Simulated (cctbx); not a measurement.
**Symmetry from intensities**

Cell: a = 6.9870 Å, b = 10.0440 Å, c = 6.5770 Å, α = 90.00°, β = 90.00°, γ = 90.00°. Expected content of the cell: Sm8 Nd4 Fe4.

Simulated single-crystal data (cctbx): Mo Kα, λ = 0.71073 Å, to d = 0.6 Å, 95 % of the full sphere, strongest reflection 70000 counts, noise from counting, a 4 % proportional error and a noise floor of 15 counts (s.d.); no absorption, some extinction.

A first pass over the reflections prints:

```text
8534 reflections to d = 0.600 A
centring   violations  <I/sigma> of those
    A       3290 of  4280     13.9
    B       3318 of  4292     14.1
    C       3400 of  4276     14.4
    I       3322 of  4238     14.3
    R       4546 of  5698     14.5
    F       5004 of  6424     14.1
Laue class    unique    Rint  (classes that these axes allow; Friedel mates merged)
P -1             4472   0.027
P 1 2/m 1        2343   0.032
P 1 1 2/m        2397   0.032
P 2/m 1 1        2386   0.032
P m m m          1325   0.034
space group    extra absences  I>4sigma  <I/sigma>
P 2 2 2                 0          0         -  acentric
P 2 2 21                9          0      -0.1  acentric
P 21 2 2               11          0      -0.3  acentric
P 2 21 2               15          0      -0.3  acentric
P 21 21 2              26          0      -0.3  acentric
P 2 21 21              24          0      -0.2  acentric
P 21 2 21              20          0      -0.2  acentric
P 21 21 21             35          0      -0.3  acentric
P m m 2                 0          0         -  acentric
P 2 m m                 0          0         -  acentric
P m 2 m                 0          0         -  acentric
P 21 m a              298          0      -0.1  acentric
P m 2 a               298          0      -0.1  acentric
P n m 21              271          0       0.0  acentric
P n 21 m              271          0       0.0  acentric
P n 21 a              569          0      -0.0  acentric
P m m m                 0          0         -  centric
P m m a               298          0      -0.1  centric
P n m m :1            271          0       0.0  centric
P n m m :2            271          0       0.0  centric
P n m a               569          0      -0.0  centric
Wilson B = 0.51 A^2   <|E^2-1|> = 0.893 (0.968 centric, 0.736 acentric)   E^2>4: 2.6 %
shell (A)         n   <I/sigma>
10.05 - 1.20    195     32.8
 1.20 - 0.95    170     36.9
 0.95 - 0.83    163     36.0
 0.83 - 0.76    165     31.4
 0.76 - 0.70    159     32.8
 0.70 - 0.66    153     33.6
 0.66 - 0.63    167     30.7
 0.63 - 0.60    153     28.6
```

**Question.** What are the lattice type, the Laue class and the likely space group?

Every centring test has many violations, so the lattice is primitive.

Rint stays low (0.027 to 0.034) up to P m m m, the highest class in these axes.

21 settings pass the absence test. The most absences obeyed, 569, belong to P n 21 a and P n m a, which absences can't tell apart.

⟨|E²−1|⟩ = 0.893 leans to a centrosymmetric structure. The Wilson B of 0.51 Å² means U ≈ 0.0065 Å².

The true group is Pnma (no. 62), Laue class mmm, centrosymmetric. The tables only narrow the choice to the tied entries; cell content, site symmetry and trial solutions must settle it.

This is a model crystal, built by substitution and not relaxed, with assumed displacement parameters.

[Logs are printed without paths, hosts, clocks, repeated set-up lines and the standing remarks that a program may print on its own settings, such as how far it seeks lower states.]
